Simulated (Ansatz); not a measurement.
# Lattice dynamics of TiSi (model cell, started as rocksalt type)

How does TiSi (model cell, started as rocksalt type) vibrate, and is this structure a minimum?

Program: Ansatz 0.2.0. Level of theory: DFT PBEsol, scalar-relativistic, plane waves, PAW. Results are calculated unless marked as measured.

Most raw output is cut from this account.

The structure was built from a prototype and need not be the compound's stable phase.

## 1. The starting structure

Symmetry: Fm-3m, No. 225, cubic system. The conventional cell has a = 5.110 Å, b = 5.110 Å, c = 5.110 Å, α = 90.00°, β = 90.00°, γ = 90.00°. Nearest to Ti lie 6 Si at 2.56 Å. Nearest to Si lie 6 Ti at 2.56 Å. Farther neighbours are not listed.

## 2. Relaxation

The cell and atoms are relaxed, since residual forces and stress would shift the frequencies.

The input, input.yaml:

```yaml
crystal:
  lattice:
    - [0.0, 2.555, 2.555]
    - [2.555, 0.0, 2.555]
    - [2.555, 2.555, 0.0]
  atoms:
    - { symbol: Ti, position: [0.0, 0.0, 0.0] }
    - { symbol: Si, position: [0.5, 0.5, 0.5] }
kpoints:
  mp_grid: { grid: [12, 12, 12] }
hamiltonian:
  xc: pbesol
scf:
  occupations: { method: gaussian, width: 0.1 }
output:
  forces: true
  stress: true
  eigenvalues: true
  write_density: true
  write_potential: true
  elf: true
  volumetric_format: npy
relax:
  adjacent_minimum: "off"
  f_tol: 0.005
  max_steps: 80
  cell: { stress_tol: 0.05 }
```

Run with:

```console
> ansatz run input.yaml --threads 4 --pin off --max-ram 7168MiB --backend cpu --events-out ev --progress --plain --runs-dir out
```

It took 2.5 s on 4 threads of AMD EPYC 7R43, shared host; peak memory 0.41 GiB; 7.9 s of CPU time.

The steps of the relaxation:

| step | energy less that of the first step (eV) | largest force component (eV/Å) | pressure (GPa) | volume (Å³) |
| --- | --- | --- | --- | --- |
| 1 | 0.0000 | 0.0000 | -4.85 | 33.36 |
| 2 | -0.0221 | 0.0000 | 0.10 | 31.93 |
| 3 | -0.0221 | 0.0000 | -0.01 | 31.96 |
| 4* | -0.0220 | 0.0000 | -0.01 | 31.96 |

Relaxation steps marked * repeat the geometry before them on a plane-wave basis chosen anew for their cell, so energy and pressure can jump there.

The run keeps the 48 symmetry operations that it works with, so distortions that break them were not tested.

| conventional cell, symmetrised | before | after | change |
| --- | --- | --- | --- |
| a (Å) | 5.110 | 5.037 | -1.4 % |
| b (Å) | 5.110 | 5.037 | -1.4 % |
| c (Å) | 5.110 | 5.037 | -1.4 % |
| volume (Å³/atom) | 16.68 | 15.98 | -4.2 % |

The relaxed structure:

```xyz
2
Lattice="0.0000 2.5187 2.5187 2.5187 0.0000 2.5187 2.5187 2.5187 0.0000" Properties=species:S:1:pos:R:3 pbc="T T T"
Ti    0.0000    0.0000    0.0000
Si    2.5187    2.5187    2.5187
```

Numbers from this step:

| Quantity | Value |
| --- | --- |
| pressure | -0.01102 GPa |
| volume per atom | 15.98 Å³ |
| gap on the k-mesh | 0 eV |

ELF in the ac plane of the conventional cell at fractional y = 0.000, with atoms of Ti and Si within 0.2 Å of it. It is the smooth field of the valence electrons, not physical close to the nuclei.

Values, 14 rows by 14 columns, each cell a mean:
```
0.35 0.58 0.38 0.37 0.69 0.59 0.37 0.35 0.46 0.71 0.55 0.30 0.54 0.44
0.60 0.41 0.17 0.34 0.67 0.71 0.59 0.55 0.67 0.73 0.51 0.20 0.28 0.54
0.34 0.22 0.20 0.35 0.57 0.67 0.69 0.69 0.69 0.63 0.45 0.24 0.20 0.30
0.55 0.53 0.49 0.42 0.35 0.34 0.37 0.39 0.35 0.33 0.37 0.45 0.51 0.55
0.69 0.72 0.70 0.49 0.20 0.17 0.38 0.46 0.27 0.15 0.33 0.63 0.73 0.71
0.41 0.56 0.72 0.53 0.22 0.41 0.58 0.55 0.52 0.27 0.35 0.69 0.67 0.46
0.42 0.41 0.69 0.55 0.34 0.60 0.35 0.16 0.55 0.46 0.39 0.69 0.55 0.35
0.35 0.46 0.71 0.55 0.30 0.54 0.44 0.35 0.58 0.38 0.37 0.69 0.59 0.37
0.55 0.67 0.73 0.51 0.20 0.28 0.54 0.60 0.41 0.17 0.34 0.67 0.71 0.59
0.69 0.69 0.63 0.45 0.24 0.20 0.30 0.34 0.22 0.20 0.35 0.57 0.67 0.69
0.39 0.35 0.33 0.37 0.45 0.51 0.55 0.55 0.53 0.49 0.42 0.35 0.34 0.37
0.46 0.27 0.15 0.33 0.63 0.73 0.71 0.69 0.72 0.70 0.49 0.20 0.17 0.38
0.55 0.52 0.27 0.35 0.69 0.67 0.46 0.41 0.56 0.72 0.53 0.22 0.41 0.58
0.16 0.55 0.46 0.39 0.69 0.55 0.35 0.42 0.41 0.69 0.55 0.34 0.60 0.35
```
Columns run along a (5.0 Å), rows up along c (5.0 Å), edges of the conventional cell, whose origin can differ from the input's. Atoms in or near the plane, at fractional coordinates: Ti at (0.00, 0.00), Ti at (0.50, 0.50), Si at (0.50, 0.00), Si at (0.00, 0.50).

Electrostatic potential energy in the ac plane of the conventional cell at fractional y = 0.000, with atoms of Ti and Si within 0.2 Å of it. With pseudopotentials it is smooth inside the atoms' cores, unlike the true potential.

Ten even steps from '_' (-47 eV) to '@' (13 eV), each cell a mean:
```
----**%%%%==____::##@@%%==--
==++%%@@@@##==--**%%@@@@**==
##%%@@@@@@@@%%%%%%@@@@@@@@%%
%%@@@@@@@@@@%%%%@@@@@@@@@@@@
**##@@@@@@%%****##%%@@@@%%##
..==##@@%%++----==##@@%%**::
__..**%%##==------**%%%%--__
__::##@@%%==------**%%%%==__
--**%%@@@@**====++%%@@@@##==
%%%%@@@@@@@@%%##%%@@@@@@@@%%
%%@@@@@@@@@@@@%%@@@@@@@@@@%%
**##%%@@@@%%##**##@@@@@@%%**
--==##@@%%**::..==##@@%%++--
----**%%%%--____..**%%##==--
```
Columns run along a (5.0 Å; values clipped at the 3rd and 97th percentile), rows up along c (5.0 Å), edges of the conventional cell, whose origin can differ from the input's. Atoms in or near the plane, at fractional coordinates: Ti at (0.00, 0.00), Ti at (0.50, 0.50), Si at (0.50, 0.00), Si at (0.00, 0.50).

Valence density in the ac plane of the conventional cell at fractional y = 0.000, with atoms of Ti and Si within 0.2 Å of it. It is the smooth field of the valence electrons, not physical close to the nuclei.

Ten even steps from '0' (0.09 × 1e0 e/Å³) to '9' (9.60 × 1e0 e/Å³), each cell a mean:
```
84000000000027
31000000000002
00000000000000
00000000000000
00000001000000
00000146200000
00000389610000
00000278400000
00000023100000
00000000000000
00000000000000
10000000000000
62000000000014
96100000000038
```
Columns run along a (5.0 Å), rows up along c (5.0 Å), edges of the conventional cell, whose origin can differ from the input's. Atoms in or near the plane, at fractional coordinates: Ti at (0.00, 0.00), Ti at (0.50, 0.50), Si at (0.50, 0.00), Si at (0.00, 0.50).

In this step the volume went from 16.68 to 15.98 Å³/atom.

## 3. Tight relaxation

Phonons need a cell at rest on their own settings, so the relaxation is repeated with tight tolerances on forces and stress, using the mesh and the filling of the phonon run that follows.

The input, input.yaml:

```yaml
crystal:
  lattice:
    - [0.0, 2.5187487423, 2.5187487423]
    - [2.5187487423, 0.0, 2.5187487423]
    - [2.5187487423, 2.5187487423, 0.0]
  atoms:
    - { symbol: Ti, position: [0.0, 0.0, 0.0] }
    - { symbol: Si, position: [0.5, 0.5, 0.5] }
kpoints:
  mp_grid: { grid: [12, 12, 12] }
hamiltonian:
  xc: pbesol
scf:
  occupations: { method: methfessel_paxton, width: 0.15 }
output:
  forces: true
  stress: true
  eigenvalues: true
relax:
  adjacent_minimum: "off"
  f_tol: 0.001
  max_steps: 60
  cell: { stress_tol: 0.01 }
```

It took 1.7 s on 4 threads; peak memory 0.39 GiB; 5.1 s of CPU time.

Little changed from the start: no atom moved by 0.005 Å and no cell edge by 0.1 %.

This step gave:

```yaml
pressure: -0.001047 GPa
```

The forces vanish by symmetry and the pressure is -0.001 GPa, within the tolerances set. The cell now holds 15.98 Å³/atom.

## 4. Linear response at the zone centre

The zone centre comes first: it holds the modes that light can see, as far as symmetry allows. No field response is asked, since the mesh shows no gap.

input.yaml, the sections that differ from step 3:

```yaml
crystal:
  lattice:
    - [0.0, 2.5186572446, 2.5186572446]
    - [2.5186572446, 0.0, 2.5186572446]
    - [2.5186572446, 2.5186572446, 0.0]
  atoms:
    - { symbol: Ti, position: [0.0, 0.0, 0.0] }
    - { symbol: Si, position: [0.5, 0.5, 0.5] }
output:
  eigenvalues: true
phonons:
  method: dfpt
# kpoints, hamiltonian, scf: as in step 3
# relax: removed
```

Run time: 4.4 s. Hardware: 4 threads; peak memory 0.53 GiB.

Numbers from this step:

- sum-rule residual before enforcement: 1.22e-5 eV/Å²
- point group: m-3m
- highest optical mode at the zone centre (no LO-TO term): 410.9 cm⁻¹
- lowest optical zone-centre mode: 410.9 cm⁻¹

Patterns of degenerate modes are one choice out of their space. Modes at Γ, with each element's share of the kinetic energy:

```
mode  frequency (cm⁻¹)  symmetry  Ti %  Si %
   1               0.0  acoustic    63    37
   2               0.0  acoustic    63    37
   3               0.0  acoustic    63    37
   4             410.9       T1u    37    63
   5             410.9       T1u    37    63
   6             410.9       T1u    37    63
```

Displacements in mode 6 (410.9 cm⁻¹), the largest set to 1:
```
Ti1  0.00  0.00 -0.59
Si2  0.00  0.00  1.00
```

Before it was imposed, the acoustic sum rule was missed by 1.2e-5 eV/Å². Small misses are needed for a sound result but don't prove that mesh and cutoff are converged. The lowest optical mode is real, 411 cm⁻¹.

## 5. Response at finite wavevector

Stability and thermal properties need the whole zone. Linear response on a 4×4×4 q mesh gives force constants as far as a supercell of that size would.

Changes to input.yaml since step 4:

```diff
@@ -18 +18,8 @@
   method: dfpt
+  qmesh: [4, 4, 4]
+  temperatures: { t_max: 1000, t_step: 50 }
+  qpath:
+    path:
+      - [[0.0, 0.0, 0.0], [0.5, 0.0, 0.5], [0.625, 0.25, 0.625]]
+      - [[0.375, 0.375, 0.75], [0.0, 0.0, 0.0], [0.5, 0.5, 0.5], [0.5, 0.25, 0.75], [0.5, 0.0, 0.5]]
+    npoints: 10
```

Elapsed: 1.8 min, on 4 threads; peak memory 1.7 GiB.

This step gave:

| Quantity | Value |
| --- | --- |
| sum-rule residual before enforcement | 1.40e-5 eV/Å² |
| lowest frequency on the path | 0 cm⁻¹ |
| highest frequency on the path or at a solved wavevector | 410.9 cm⁻¹ |
| mean frequency | 274.5 cm⁻¹ |
| Debye temperature (second moment) | 545 K |
| logarithmic mean frequency | 250.1 cm⁻¹ |
| lowest mode on the q mesh (acoustic modes at Γ apart) | 79.93 cm⁻¹ |
| zero-point energy per atom | 51.04 meV |
| heat capacity at 300 K | 21.33 J/(mol atoms K) |
| vibrational entropy at 300 K | 22.33 J/(mol atoms K) |
| edges of the widest gap between branches, on path and mesh | 294.3, 321.7 cm⁻¹ |

Frequencies (cm⁻¹) solved at each irreducible wavevector; negative means imaginary. Frequencies by wavevector, by row:

```csv
q in reciprocal lattice units,star,mode 1,mode 2,mode 3,mode 4,mode 5,mode 6
0 0 0,1,0,0,0,410.9,410.9,410.9
0 0 0.25,8,138.7,138.7,174,379.9,379.9,393.2
0 0 -0.5,4,241,241,294.3,322.9,322.9,349.5
0 0.25 0.25,6,79.9,79.9,247,332.9,396.9,396.9
0 0.25 -0.5,24,186.9,187.3,208.6,359.7,360.6,383.2
0 0.25 -0.25,12,98.4,237.3,274.1,330.1,344.9,394.3
0 -0.5 -0.5,3,117.7,122.4,122.4,369.2,381,381
0.25 -0.5 -0.25,6,130.1,130.1,264.4,338.5,384.2,384.2
```

Interpolated from a 4×4×4 q mesh. The phonon branches at the labelled points (cm⁻¹):

| point | branch 1 | branch 2 | branch 3 | branch 4 | branch 5 | branch 6 |
| --- | --- | --- | --- | --- | --- | --- |
| Γ | 0 | 0 | 0 | 411 | 411 | 411 |
| halfway | 80 | 80 | 247 | 333 | 397 | 397 |
| X | 118 | 122 | 122 | 369 | 381 | 381 |
| halfway | 124 | 146 | 146 | 374 | 374 | 382 |
| U | 130 | 197 | 198 | 354 | 380 | 383 |
| jump to K | 130 | 197 | 198 | 354 | 380 | 383 |
| halfway | 75 | 190 | 228 | 357 | 366 | 398 |
| Γ | 0 | 0 | 0 | 411 | 411 | 411 |
| halfway | 139 | 139 | 174 | 380 | 380 | 393 |
| L | 241 | 241 | 294 | 323 | 323 | 350 |
| halfway | 189 | 202 | 265 | 330 | 368 | 375 |
| W | 130 | 130 | 264 | 338 | 384 | 384 |
| halfway | 126 | 128 | 193 | 368 | 377 | 383 |
| X | 118 | 122 | 122 | 369 | 381 | 381 |

Tetrahedra on a 24×24×24 mesh, mean over bins of 5 cm-1. Interpolated from a 4×4×4 q mesh. The phonon density of states by wavenumber; read off at these points:

```csv
wavenumber (cm⁻¹),phonon density of states (1/cm⁻¹/cell)
2,0
18,9.0e-5
32,5.7e-4
42,0.00106
58,0.0023
72,0.00393
88,0.00572
102,0.00806
118,0.0123
128,0.0228
132,0.0254
142,0.0174
158,0.0150
172,0.0143
188,0.0142
202,0.0146
212,0.0151
228,0.0167
242,0.0174
258,0.0229
262,0.0263
272,0.00811
288,5.3e-4
298,0
312,0
328,0.0237
332,0.0384
342,0.0274
358,0.0306
372,0.0413
382,0.0745
398,0.0257
412,3.1e-4
```

The partial phonon density of states has structure finer than the step of the table below, so its rows give means over 20 cm⁻¹, whole bins alone (the curve runs from -10 to 433 cm⁻¹). Peaks (cm⁻¹: height): Si 132.2: 0.00791, 332.9: 0.0306, 383.1: 0.0464; Ti 132.2: 0.0157, 165.6: 0.0118, 185.1: 0.0119, 204.7: 0.0135, 238.1: 0.0174, 263.2: 0.0209, 385.9: 0.0219.

Phonopy on the run's constants, 19x19x19 mesh, Gaussian sigma 3.2 cm-1. Interpolated from a 4×4×4 q mesh. Table of partial phonon density of states by wavenumber; means over each step; values in 1/cm⁻¹/cell:

```
wavenumber (cm⁻¹)       Si       Ti
                0   8.5e-6   1.3e-5
               20   8.0e-5   1.4e-4
               40   3.6e-4   6.3e-4
               60   9.7e-4  0.00175
               80  0.00174  0.00324
              100  0.00261  0.00501
              120  0.00544   0.0107
              140  0.00635   0.0128
              160  0.00466   0.0102
              180  0.00417   0.0101
              200  0.00374   0.0107
              220  0.00314   0.0120
              240  0.00234   0.0144
              260  0.00168   0.0171
              280   3.5e-4  0.00349
              300   6.0e-6   6.5e-5
              320  0.00807   4.0e-4
              340   0.0263  0.00379
              360   0.0246  0.00795
              380   0.0375   0.0172
              400   0.0156  0.00812
              420   3.6e-4   2.0e-4
```

Second derivatives of the energy by pair, one row for each kind of neighbour of each atom listed. Each entry sums the pair over the periodic images of the supercell that the q mesh stands for, and in a polar crystal it holds the long-range dipole part too. Force constants by pair, by row:

| atom | neighbour | distance (Å) | third of the trace (eV/Å²) | along the pair's line (eV/Å²) |
| --- | --- | --- | --- | --- |
| Ti1 | itself | 0 | 11.36 | – |
| Ti1 | Si | 2.519 | -1.817 | -4.529 |
| Ti1 | Ti | 3.562 | -0.0309 | -0.3806 |
| Ti1 | Si | 4.362 | -0.0719 | -0.2786 |
| Ti1 | Ti | 5.037 | -0.1145 | -0.3793 |
| Ti1 | Si | 5.632 | 0.0304 | 0.089 |
| Ti1 | Ti | 6.169 | 0.0195 | 0.0745 |
| Ti1 | Ti | 7.124 | -0.0026 | -0.0707 |
| Si2 | itself | 0 | 11.09 | – |
| Si2 | Ti | 2.519 | -1.817 | -4.529 |
| Si2 | Si | 3.562 | 0.0058 | -0.1277 |
| Si2 | Ti | 4.362 | -0.0719 | -0.2786 |
| Si2 | Si | 5.037 | -0.0878 | -0.1774 |
| Si2 | Ti | 5.632 | 0.0304 | 0.089 |
| Si2 | Si | 6.169 | 0.0229 | 0.0159 |
| Si2 | Si | 7.124 | -0.0377 | -0.072 |

Harmonic thermodynamic functions per atom, from the density of states. Interpolated from a 4×4×4 q mesh. Thermodynamic functions, by row:

```
T (K)  F_vib (meV/atom)  S (J/mol-atom/K)  C_V (J/mol-atom/K)
    0             51.04                 0                   0
   50             50.91             1.029               2.701
  100             49.46             4.847               9.135
  200              39.5             14.31               17.92
  300             20.35             22.33               21.33
  400             -6.22              28.7                22.8
  500            -38.73             33.87               23.53
  600            -76.14              38.2               23.95
  700            -117.7             41.91               24.21
  800            -162.9             45.16               24.38
  900            -211.2             48.04               24.49
 1000            -262.3             50.62               24.58
```

Harmonic mean-square displacement, third of the trace. Interpolated from a 4×4×4 q mesh. Mean square displacements, by row:

```csv
T (K),Ti1 U_eq (Å²),Si2 U_eq (Å²)
0,0.00185,0.00231
100,0.00252,0.00291
300,0.00568,0.00587
600,0.01095,0.01105
```

Symmetry leaves 8 wavevectors to solve. The lowest mode among them, the acoustic zeros apart, lies at q = (0, 0.25, 0.25) and is real, 79.9 cm⁻¹.

## 6. Another isotope, element Si, natural mass 28.085 amu

An isotope changes the mass and not the force constants, so no new electronic calculation is needed; the shifts show which modes move this element.

The same force constants with the mass of Si changed from 28.085 to 29.974 u (phonopy, no LO-TO term). Both lists are sorted by frequency; levels can cross, so a row need not hold one and the same mode. Modes under 3 cm⁻¹ are left out. Isotope shifts, by row:

```csv
q,rank,natural mass (cm⁻¹),changed mass (cm⁻¹)
0 0 0,4,410.9,402.7
0 0 0,5,410.9,402.7
0 0 0,6,410.9,402.7
0 0 0.25,1,138.7,137.2
0 0 0.25,2,138.7,137.2
0 0 0.25,3,174,172.2
0 0 0.25,4,379.9,371.7
0 0 0.25,5,379.9,371.7
0 0 0.25,6,393.2,384.7
0 0 -0.5,1,241,241
0 0 -0.5,2,241,241
0 0 -0.5,3,294.3,294.3
0 0 -0.5,4,322.9,312.6
0 0 -0.5,5,322.9,312.6
0 0 -0.5,6,349.5,338.4
0 0.25 0.25,1,79.93,79
0 0.25 0.25,2,79.93,79
0 0.25 0.25,3,247,246
0 0.25 0.25,4,332.9,323.5
0 0.25 0.25,5,396.9,388.7
0 0.25 0.25,6,396.9,388.7
```

A mode of this element alone would shift by -3.20 %. The highest zone-centre frequency without the field goes from 410.9 to 402.7 cm⁻¹ (-2.0 %). The product of the frequency ratios over all optical modes at Γ is 0.941; the product rule, (m/m′)^(3k/2) (M′/M)^(3/2) with k = 1 such atoms and M the mass of the cell, gives 0.941.

## 7. Isotope substitution, element Ti, natural mass 47.867 amu

The same for Ti, from 47.87 to 49.94 u.

A mode of this element alone would shift by -2.10 %. The highest zone-centre frequency without the field goes from 410.9 to 407.8 cm⁻¹ (-0.8 %). The product of the frequency ratios over all optical modes at Γ is 0.977; the product rule, (m/m′)^(3k/2) (M′/M)^(3/2) with k = 1 such atoms and M the mass of the cell, gives 0.977.

## 8. What came out

- space group after relaxation (within 0.01 Å): Fm-3m
- volume per atom: 16.0 Å³
- electronic character: no gap on this mesh
- highest optical mode at the zone centre (no LO-TO term): 411 cm⁻¹
- lowest optical zone-centre mode: 411 cm⁻¹
- lowest mode on the q mesh (acoustic modes at Γ apart): 79.9 cm⁻¹
- highest frequency on the path or at a solved wavevector: 411 cm⁻¹
- zero-point energy per atom: 51.0 meV
- heat capacity at 300 K: 21.3 J/(mol atoms K)
- vibrational entropy at 300 K: 22.3 J/(mol atoms K)
- Debye temperature (second moment): 545 K
- imaginary modes on the 4×4×4 q mesh: none

**Reading.** The structure is a minimum as far as tested: no mode is imaginary at the 8 irreducible wavevectors of the 4×4×4 mesh, and the softest away from the acoustic zeros lies at 80 cm⁻¹. The optical modes at Γ form one degenerate level at 411 cm⁻¹. On the path and the mesh, the widest gap between branches runs from 294 to 322 cm⁻¹. With no gap, or one that is small against the smearing, the frequencies hang on the k mesh and the smearing, most of all near Kohn anomalies. The starting cell was built on a prototype and not taken from a measurement, so the phase need not exist. These are harmonic frequencies at zero temperature: anharmonic shifts, linewidths and thermal expansion are left out.

[Logs are printed without paths, hosts, clocks, repeated set-up lines and the standing remarks that a program may print on its own settings, such as how far it seeks lower states.]

[Hosts, paths, dates, database ids (printed as entryN), source tags and the programs' standing remarks are cut or masked in the printed files.]
